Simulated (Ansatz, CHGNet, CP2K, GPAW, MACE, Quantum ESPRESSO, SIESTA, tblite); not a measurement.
## Running Σ7 (111) twist boundary in a Au-Pd solid solution (84 atoms) with SIESTA

Aim: run Σ7 (111) twist boundary in a Au-Pd solid solution (84 atoms) in SIESTA and see how near its forces come to a plane-wave reference, and at what cost.

Program: SIESTA 5.4.2. Level of theory: the method is named at each step. Results are calculated unless marked as measured.

In doubt: a PseudoDojo file used here is known to give poor structures and forces (steps 2, 3), which bears on pressures, cells, forces and phonons.

**1. The structure**

The cell holds 84 atoms: 59 Au and 25 Pd. Its edges and angles: a = 7.524 Å, b = 7.524 Å, c = 28.003 Å, α = 90.0°, β = 90.0°, γ = 60.0°. Fcc Au lattice (a = 4.0215 Å, the value set for the mixture); two grains turned against each other by 81.79 deg about [111]; 1 x 1 coincidence cells, 2 lattice periods a grain, two boundaries a cell, upper grain shifted by [0.175, 0.709] of the boundary cell and opened by 0.1 Å, one atom of each pair nearer than 1.848 Å removed; 25 of 84 Au sites given to Pd at random (lattice constant by Vegard's rule between Au and Pd); annealed from 600 K for 3 ps and minimised with a classical potential (one cell length free). Then every atom was moved at random, 0.02 Å r.m.s. a Cartesian component. Regions: lower grain, 42 atoms (34 Au and 8 Pd); upper grain, 42 atoms (17 Pd and 25 Au). The structure's axis is c.

The yardstick, on the same geometry:

| Item | Value |
| --- | --- |
| method | Kohn-Sham DFT, PBE, SSSP efficiency 1.3.0 pseudopotentials, plane waves (Quantum ESPRESSO 7.5); sssp-pbe-1.3.0-efficiency, cutoffs 45/360 Ry, Γ point |
| r.m.s. force component | 0.2175 eV/Å |
| longest force | 0.8053 eV/Å |
| pressure | 10.06 GPa |
| time | 8.6 min on 4 MPI ranks of Arm Neoverse V1, shared host |
| CPU time | 34 min |

**2. PBE, DZP, shift 0.01 Ry, mesh 300 Ry**

Method: Kohn-Sham DFT, PBE, PseudoDojo 0.4.1 norm-conserving pseudopotentials (converted to PSML), numerical atomic orbitals (DZP), diagonalisation.

The .psml files are PseudoDojo norm-conserving potentials that we converted to this format, checked against plane waves on the same files for H, C, O, Si, Ge and Ca alone.

input.fdf

```
SystemLabel cell
NumberOfAtoms 84
NumberOfSpecies 2
%block ChemicalSpeciesLabel
  1 79 Au
  2 46 Pd
%endblock ChemicalSpeciesLabel
LatticeConstant 1.0 Ang
%block LatticeVectors
  7.52354 0.00000 0.00000
  3.76177 6.51557 0.00000
  0.00000 0.00000 28.00341
%endblock LatticeVectors
PAO.BasisSize DZP
PAO.EnergyShift 0.01 Ry
XC.Functional GGA
XC.Authors PBE
MeshCutoff 300 Ry
%block kgrid_Monkhorst_Pack
  1 0 0 0.0
  0 1 0 0.0
  0 0 1 0.0
%endblock kgrid_Monkhorst_Pack
SolutionMethod diagon
OccupationFunction FD
ElectronicTemperature 580 K
SCF.Mixer.Method Pulay
SCF.Mixer.Weight 0.05
SCF.Mixer.History 8
SCF.Mix Hamiltonian
MaxSCFIterations 300
SCF.DM.Tolerance 1e-04
SCF.H.Tolerance 1.0e-3 eV
WriteForces T
Write.HirshfeldPop T
Write.VoronoiPop T
Write.DM F
Write.H F
XML.Write F
AtomicCoordinatesFormat Fractional
%block AtomicCoordinatesAndAtomicSpecies
  0.53443 0.25479 0.00002 1
  0.73895 0.01459 0.08349 1
  0.11201 0.54988 0.99813 1
  0.17151 0.73198 0.08233 1
  0.25318 0.11831 0.99892 2
  0.29909 0.31022 0.08305 2
  0.35877 0.48982 0.16635 1
  0.49807 0.06112 0.16436 1
  0.54407 0.25710 0.24813 2
  0.72557 0.01747 0.33234 1
  0.69249 0.82687 0.99754 1
  0.83190 0.39063 0.99923 1
  0.88033 0.58761 0.08293 1
  0.92814 0.77645 0.16673 1
  0.97385 0.96766 0.99911 1
  0.02049 0.15870 0.08377 1
  0.06280 0.35032 0.16528 2
  0.12021 0.54374 0.25047 1
  0.16034 0.73896 0.33312 2
  0.25798 0.11249 0.24952 1
  0.30513 0.31057 0.33264 1
  0.35691 0.50494 0.41194 1
  0.48773 0.07129 0.41843 1
  0.41319 0.68363 0.99943 1
  0.44843 0.88370 0.08181 1
  0.59213 0.44436 0.08240 1
  0.63394 0.63540 0.16602 1
  0.68391 0.83366 0.24843 1
  0.77993 0.21180 0.16553 2
  0.83609 0.39510 0.24778 1
  0.88047 0.59322 0.33264 2
  0.92485 0.78533 0.41557 1
  0.97407 0.97429 0.24817 1
  0.02359 0.16735 0.33333 1
  0.06411 0.35949 0.41856 1
  0.21405 0.92646 0.16650 2
  0.39694 0.68255 0.24958 1
  0.45339 0.87289 0.33365 1
  0.59124 0.44604 0.33148 1
  0.65336 0.62878 0.41772 1
  0.78185 0.19705 0.41596 1
  0.21877 0.92369 0.41713 1
  0.91980 0.59928 0.50238 2
  0.34501 0.44554 0.50508 1
  0.10468 0.64865 0.58530 1
  0.77474 0.32724 0.50337 1
  0.53372 0.50861 0.58453 1
  0.29695 0.70089 0.66655 1
  0.21580 0.15902 0.50377 2
  0.97100 0.35791 0.58325 1
  0.73499 0.55149 0.66620 1
  0.64437 0.02861 0.50514 1
  0.40215 0.20748 0.58551 2
  0.15740 0.40876 0.66568 1
  0.92000 0.59786 0.74861 2
  0.06030 0.88818 0.50278 1
[... 24 atom lines left out ...]
  0.49379 0.74403 0.74888 1
  0.67902 0.79322 0.83242 2
  0.45409 0.97399 0.91388 1
  0.87724 0.83205 0.91396 2
%endblock AtomicCoordinatesAndAtomicSpecies
```

The run is started by

```bash
$ OMP_NUM_THREADS=1 mpirun -np 4 siesta < input.fdf > output.txt
```

What it wrote:

```text
Version         : 5.4.2
reinit: System Name:
reinit: System Label: cell
initatom: Reading input for the pseudopotentials and atomic orbitals ----------
Species number:   1 Atomic number:   79 Label: Au
Species number:   2 Atomic number:   46 Label: Pd
Ground state valence configuration (from tables):   6s01  6p00  5d10  5f00
Ground state valence configuration (from tables):   5s01  5p00  4d09  4f00
---- Processing specs for species: Au
GGA--PBE XC_GGA_X_PBE--XC_GGA_C_PBE pb
Semicore shell(s) with  8 electrons included in the valence for Au
---- Processing specs for species: Pd
GGA--PBE XC_GGA_X_PBE--XC_GGA_C_PBE pb
Semicore shell(s) with  8 electrons included in the valence for Pd
Semicore shell(s): 5s 5p
Fallback to non-perturbative polarization scheme for Au
Please see the manual if this is not desired in principle
Semicore shell(s): 4s 4p
Fallback to non-perturbative polarization scheme for Pd
Please see the manual if this is not desired in principle
Pd pseudopotential only contains V_ls up to l=2 -- lmxkb reset.
Using PAO.SplitTailNorm
%block ChemicalSpeciesLabel
    1   79 Au                      # Species index, atomic number, species label
    2   46 Pd                      # Species index, atomic number, species label
%endblock ChemicalSpeciesLabel
%block PAO.Basis                 # Define Basis set
Au                    5                    # Species label, number of l-shells
 n=5   0   1                         # n, l, Nzeta
   2.437
   1.000
 n=6   0   2                         # n, l, Nzeta
   6.130      4.444
   1.000      1.000
 n=5   1   1                         # n, l, Nzeta
   2.867
[...]
4.668      3.122
[...]
Pd                    5                    # Species label, number of l-shells
[...]
n=5   1   1                         # n, l, Nzeta
   7.504
   1.000
 n=4   2   2                         # n, l, Nzeta
   4.908      3.224
   1.000      1.000
%endblock PAO.Basis
coor:   Atomic-coordinates input format  =     Fractional
siesta: System type = bulk
initatomlists: Number of atoms, orbitals, and projectors:     84  1596  1925
siesta: ******************** Simulation parameters ****************************
Total number of electrons:  1571.000000
Total ionic charge:  1571.000000
 Kpoints in:            1 . Kpoints trimmed:            1
siesta: k-grid: Number of k-points = 1
siesta: k-points from Monkhorst-Pack grid
siesta: k-cutoff (effective) =     3.762 Ang
siesta: k-point supercell and displacements
siesta: k-grid:     1     0     0      0.000
siesta: k-grid:     0     1     0      0.000
siesta: k-grid:     0     0     1      0.000
                     ====================================
                        Single-point calculation
                     ====================================
outcell: Unit cell vectors (Ang):
        7.523540    0.000000    0.000000
        3.761770    6.515570    0.000000
        0.000000    0.000000   28.003410
outcell: Cell vector modules (Ang)   :    7.523540    7.523534   28.003410
outcell: Cell angles (23,13,12) (deg):     90.0000     90.0000     60.0000
outcell: Cell volume (Ang**3)        :   1372.7314
Gamma-point calculation with interaction between periodic images
Gamma-point calculation with interaction between periodic images
Some features might not work optimally:
Some features might not work optimally:
e.g. DM initialization from atomic data
e.g. DM initialization from atomic data
new_DM -- step:     1
Initializing Density Matrix...
Attempting to read DM from file... Failed...
DM filled with atomic data:
InitMesh: MESH = 72 x 72 x 300 = 1555200
InitMesh: Mesh cutoff (required, used) =   300.000   317.192 Ry
stepf: Fermi-Dirac step function
        iscf     Eharris(eV)        E_KS(eV)     FreeEng(eV)     dDmax    Ef(eV) dHmax(eV)
   scf:    1  -324472.817522  -328215.891212  -328216.546434  1.806004 -0.279230118.766070
   scf:    2  -271249.526872  -312241.020027  -312241.429575  3.289664  1.014060496.488175
   scf:    3  -331373.900927  -329138.418451  -329139.154674  3.331257 -0.944221 78.848634
   scf:    4  -327999.814129  -329047.811745  -329048.530685  0.451725 -1.102783104.083261
   scf:    5  -328942.541834  -329488.234067  -329489.044566  0.533744 -1.318744 46.196910
   scf:    6  -329620.760812  -329697.143449  -329698.188427  0.340821 -1.513635 31.077673
[...]
scf:   46  -329989.149962  -329989.149945  -329990.184741  0.000034 -2.834385  0.001817
   scf:   47  -329989.149939  -329989.149942  -329990.184741  0.000015 -2.834441  0.000944
SCF Convergence by DM+H criterion
max |DM_out - DM_in|         :     0.0000147023
max |H_out - H_in|      (eV) :     0.0009438207
SCF cycle converged after 47 iterations
Using DM_out to compute the final energy and forces
siesta: E_KS(eV) =          -329989.1499
siesta: E_KS - E_eggbox =   -329989.1499
siesta: Atomic forces (eV/Ang):
     1   -0.239483   -0.002445    0.725039
     2   -0.079774    0.212616   -0.193712
     3    0.105579   -0.069291    0.632947
[...]
83   -0.159457    0.370295    0.255642
    84    0.146861    0.062521   -0.011260
----------------------------------------
   Tot   -0.039998    0.005797    0.001448
----------------------------------------
   Max    0.784159
   Res    0.255778    sqrt( Sum f_i^2 / 3N )
----------------------------------------
   Max    0.784159    constrained
Stress tensor Voigt[x,y,z,yz,xz,xy] (kbar):     -129.02     -129.94      -35.65        0.12        0.51        1.56
(Free)E + p*V (eV/cell)  -329906.0445
Target enthalpy (eV/cell)  -329990.1847
siesta: Program's energy decomposition (eV):
siesta: Ebs     =    -51545.359707
siesta: Eions   =    423622.319481
siesta: Ena     =     43194.493789
siesta: Ekin    =     99131.247186
siesta: Enl     =      4834.480610
siesta: DEna    =      2592.143149
siesta: DUscf   =       101.455662
siesta: Ex      =    -52959.489605
siesta: Ec      =     -3261.161252
siesta: Exc     =    -56220.650856
siesta: Eharris =   -329989.149939
siesta: Etot    =   -329989.149942
siesta: FreeEng =   -329990.184741
siesta: Final energy (eV):
siesta:  Band Struct. =  -51545.359707
siesta:       Kinetic =   99131.247186
siesta:       Hartree =   59571.410753
siesta:         Exch. =  -52959.489605
siesta:         Corr. =   -3261.161252
siesta:   Exch.-corr. =  -56220.650856
siesta:  Ion-electron = -227876.633251
siesta:       Ion-ion = -204594.523774
siesta:         Total = -329989.149942
siesta:         Fermi =      -2.834441
siesta: Stress tensor (static) (eV/Ang**3):
siesta:    -0.080527    0.000976    0.000317
siesta:     0.000975   -0.081101    0.000078
siesta:     0.000317    0.000078   -0.022254
siesta: Cell volume =       1372.731401 Ang**3
siesta: Pressure (static):
siesta:                Solid            Molecule  Units
siesta:           0.00066758          0.00064313  Ry/Bohr**3
siesta:           0.06129405          0.05904964  eV/Ang**3
siesta:          98.20390158         94.60795641  kBar
    Orbital volume contribution        =          56.267583 eV
    (Free)E + p_basis*V_orbitals       =     -329933.917158 eV
    (Free)Eharris+ p_basis*V_orbitals  =     -329933.917155 eV
Hirshfeld Atomic Populations:
Atom #   charge [q] valence [e]  Species
     1     0.154730   18.845270  Au
     2     0.078248   18.921752  Au
     3     0.154280   18.845720  Au
[...]
5    -0.408022   18.408022  Pd
     6    -0.394950   18.394950  Pd
[...]
9    -0.429145   18.429145  Pd
[...]
--------------------
 Total    -0.000145
Voronoi Atomic Populations:
Atom #   charge [q] valence [e]  Species
[...]
81     0.182954   18.817046  Au
    82    -0.303755   18.303755  Pd
    83     0.234465   18.765535  Au
    84    -0.303432   18.303432  Pd
--------------------
 Total    -0.000146
```

It took 3 min on 4 MPI ranks of Arm Neoverse V1, shared host; peak memory 1.7 GiB; 12 min of CPU time.

Banners, paths, timers and routine set-up lines are dropped from the logs unmarked, and long logs keep their key lines alone; longer cuts are marked.

Against the reference:

```yaml
r_m_s_force_component: 0.2558 eV/Å
r_m_s_difference_of_force_components: 46.9 meV/Å
longest_difference_of_force_vectors: 143 meV/Å
force_difference_over_r_m_s_force: 21.57 %
slope_of_forces_against_the_reference_s: 1.168
correlation_of_force_components: 0.9934
pressure: 9.82 GPa
pressure_difference: -0.2419 GPa
```

Length of the force difference by element (eV/Å):

| element | atoms | mean | most |
| --- | --- | --- | --- |
| Au | 59 | 0.083 | 0.14 |
| Pd | 25 | 0.059 | 0.10 |

The surroundings of Au64, which bears the longest force, nearest first, numbered as they follow in the input and with coordinates relative to it.

```
atom      x      y      z  distance (Å)  bonds  Hirshfeld charge (e)     Fx     Fy  Fz (eV/Å)
Au64   0.00   0.00   0.00          0.00     12                  0.14  -0.18   0.40      -0.78
Pd78  -0.53  -1.53   2.17          2.71     10                 -0.34  -0.19  -0.10      -0.08
Pd71   1.53   0.40   2.26          2.76     12                 -0.31   0.15  -0.26       0.21
Au70   2.63  -0.90  -0.03          2.79     12                  0.16  -0.06   0.13      -0.17
Pd82   2.07   1.89  -0.01          2.81     12                 -0.32   0.42  -0.15      -0.51
Au65  -1.22   1.23   2.24          2.83     11                  0.18  -0.11   0.21      -0.49
Au77   0.48  -2.82  -0.03          2.86     12                  0.19   0.02  -0.16      -0.41
Au81   0.49   1.57  -2.35          2.87     12                  0.19   0.11  -0.26       0.17
Au74  -2.19  -1.86  -0.06          2.88     12                  0.16   0.08  -0.12      -0.30
Au79  -0.58   2.83  -0.04          2.89     12                  0.10  -0.19  -0.30       0.08
Au63   1.05  -1.25  -2.40          2.90     12                  0.17  -0.02  -0.15       0.45
Au60  -2.75   0.92  -0.04          2.90     12                  0.19  -0.33   0.17      -0.46
Au59  -1.66  -0.32  -2.39          2.93     12                  0.13  -0.21   0.22       0.40
```

Forces lie 22 % from the reference's, at 0.35 times its CPU time.

**3. PBE, SZP, shift 0.01 Ry, mesh 300 Ry**

Method: Kohn-Sham DFT, PBE, PseudoDojo 0.4.1 norm-conserving pseudopotentials (converted to PSML), numerical atomic orbitals (SZP), diagonalisation.

Changes to input.fdf since step 2:

```diff
@@ -13,3 +13,3 @@
 %endblock LatticeVectors
-PAO.BasisSize DZP
+PAO.BasisSize SZP
 PAO.EnergyShift 0.01 Ry
```

The run is started by

```bash
$ OMP_NUM_THREADS=1 mpirun -np 2 siesta < input.fdf > output.txt
```

What it wrote:

```text
Version         : 5.4.2
reinit: System Name:
reinit: System Label: cell
initatom: Reading input for the pseudopotentials and atomic orbitals ----------
Species number:   1 Atomic number:   79 Label: Au
Species number:   2 Atomic number:   46 Label: Pd
Ground state valence configuration (from tables):   6s01  6p00  5d10  5f00
Ground state valence configuration (from tables):   5s01  5p00  4d09  4f00
---- Processing specs for species: Au
GGA--PBE XC_GGA_X_PBE--XC_GGA_C_PBE pb
Semicore shell(s) with  8 electrons included in the valence for Au
---- Processing specs for species: Pd
GGA--PBE XC_GGA_X_PBE--XC_GGA_C_PBE pb
Semicore shell(s) with  8 electrons included in the valence for Pd
Semicore shell(s): 5s 5p
Fallback to non-perturbative polarization scheme for Au
[... lines left out ...]
Total number of electrons:  1571.000000
[... lines left out ...]
stepf: Fermi-Dirac step function
        iscf     Eharris(eV)        E_KS(eV)     FreeEng(eV)     dDmax    Ef(eV) dHmax(eV)
[... lines left out ...]
SCF Convergence by DM+H criterion
[... lines left out ...]
SCF cycle converged after 42 iterations
[... lines left out ...]
   Max    0.893500
[... lines left out ...]
   Max    0.893500    constrained
Stress tensor Voigt[x,y,z,yz,xz,xy] (kbar):      -49.45      -48.21       47.78        0.07        0.74        1.52
[... lines left out ...]
siesta: DEna    =      2972.459640
siesta: DUscf   =       117.173071
siesta: Ex      =    -52876.024892
siesta: Ec      =     -3259.991613
siesta: Exc     =    -56136.016505
siesta: Eharris =   -329964.212522
siesta: Etot    =   -329964.212585
siesta: FreeEng =   -329965.171870
siesta: Final energy (eV):
siesta:  Band Struct. =  -51971.278461
siesta:       Kinetic =   98664.424757
siesta:       Hartree =   59107.043002
siesta:         Exch. =  -52876.024892
siesta:         Corr. =   -3259.991613
siesta:   Exch.-corr. =  -56136.016505
siesta:  Ion-electron = -227005.140065
siesta:       Ion-ion = -204594.523774
siesta:         Total = -329964.212585
siesta:         Fermi =      -2.994992
siesta: Stress tensor (static) (eV/Ang**3):
siesta:    -0.030862    0.000947    0.000459
siesta:     0.000947   -0.030089    0.000042
siesta:     0.000459    0.000042    0.029824
siesta: Cell volume =       1372.731401 Ang**3
siesta: Pressure (static):
siesta:                Solid            Molecule  Units
siesta:           0.00011300          0.00009145  Ry/Bohr**3
siesta:           0.01037562          0.00839689  eV/Ang**3
siesta:          16.62357466         13.45329934  kBar
    Orbital volume contribution        =          46.919906 eV
    (Free)E + p_basis*V_orbitals       =     -329918.251964 eV
    (Free)Eharris+ p_basis*V_orbitals  =     -329918.251901 eV
Hirshfeld Atomic Populations:
Atom #   charge [q] valence [e]  Species
     1     0.164922   18.835078  Au
     2     0.087827   18.912173  Au
     3     0.165307   18.834693  Au
[...]
5    -0.438344   18.438344  Pd
     6    -0.425679   18.425679  Pd
[...]
9    -0.459805   18.459805  Pd
[...]
--------------------
 Total    -0.000069
Voronoi Atomic Populations:
Atom #   charge [q] valence [e]  Species
[...]
81     0.199491   18.800509  Au
    82    -0.332814   18.332814  Pd
    83     0.252050   18.747950  Au
    84    -0.336027   18.336027  Pd
--------------------
 Total    -0.000070
```

The job ended after 3.5 min (2 MPI ranks; peak memory 1.1 GiB; 7 min of CPU time).

Numbers from this run, and their distance from the reference:

```
r.m.s. force component                  : 0.2576 eV/Å
r.m.s. difference of force components   : 67.57 meV/Å
longest difference of force vectors     : 242.1 meV/Å
force difference over r.m.s. force      : 31.07 %
slope of forces against the reference's : 1.153
correlation of force components         : 0.9736
pressure                                : 1.662 GPa
pressure difference                     : -8.4 GPa
```

This is a coarse setting, run to see what it loses.

Against the first run (22 %), the force difference from the reference is 31 %, at 0.59 times the CPU time (on 2 against 4 cores), with 1092 basis functions against 1596: the smaller basis costs accuracy.

[end of part 1 of 2]

[Also dropped from logs without a mark: logging warnings of Python, and SIESTA's first energy breakdown and zero terms.]

[Logs are printed without paths, hosts, clocks, repeated set-up lines and the standing remarks that a program may print on its own settings, such as how far it seeks lower states.]

[Hosts, paths, dates, database ids (printed as entryN), source tags and the programs' standing remarks are cut or masked in the printed files.]
